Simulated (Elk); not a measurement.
An input for Elk 11.2.3 (patched build) (SrTiO3 (Tausonite)):

```
tasks
  185
  186
  187

xctype
  20

rgkmax
  8.5

gmaxvr
  18.0

lmaxapw
  10

lmaxo
  8

nxlo
  2

lorbcnd
  .true.

autolinengy
  .true.

tshift
  .false.

ngridk
  4 4 4

vkloff
  0.05 0.15 0.25

nempty
  10

swidth
  0.00551

scissor
  0.03051

gmaxrf
  2.5

wplot
  241 100 0
  0.0 0.4434

optcomp
  1 1
  2 2
  3 3

nvbse
  4

ncbse
  4

bsefull
  .true.

sppath
  './'

avec
  7.3799096400 0.0000000000 0.0000000000
  0.0000000000 7.3799096400 0.0000000000
  0.0000000000 0.0000000000 7.3799096400

atoms
  3
  'Sr.in'
  1
  0.5000000000 0.5000000000 0.5000000000
  'Ti.in'
  1
  0.0000000000 0.0000000000 0.0000000000
  'O.in'
  3
  0.5000000000 0.0000000000 0.0000000000
  0.0000000000 0.5000000000 0.0000000000
  0.0000000000 0.0000000000 0.5000000000
```

```sh
OMP_NUM_THREADS=4 elk > log
```

Q: How long will it take on 4 threads of Arm Neoverse V1, shared host, and how much memory?

It took 5.7 min; on shared hardware allow 2.9 min to 11 min. Peak host memory was 0.39 GiB.

The kernel grows as the square of the matrix size, and full diagonalisation as its cube.

[Paths, hosts, dates, memory and timing lines, banners, echoed tables and standing remarks are left out of the program output.]

[Logs are printed without paths, hosts, clocks, repeated set-up lines and the standing remarks that a program may print on its own settings, such as how far it seeks lower states.]

[Runs of the session that timed out or met a known fault of the program may be left out.]

[Hosts, paths, dates, database ids (printed as entryN), source tags and the programs' standing remarks are cut or masked in the printed files.]
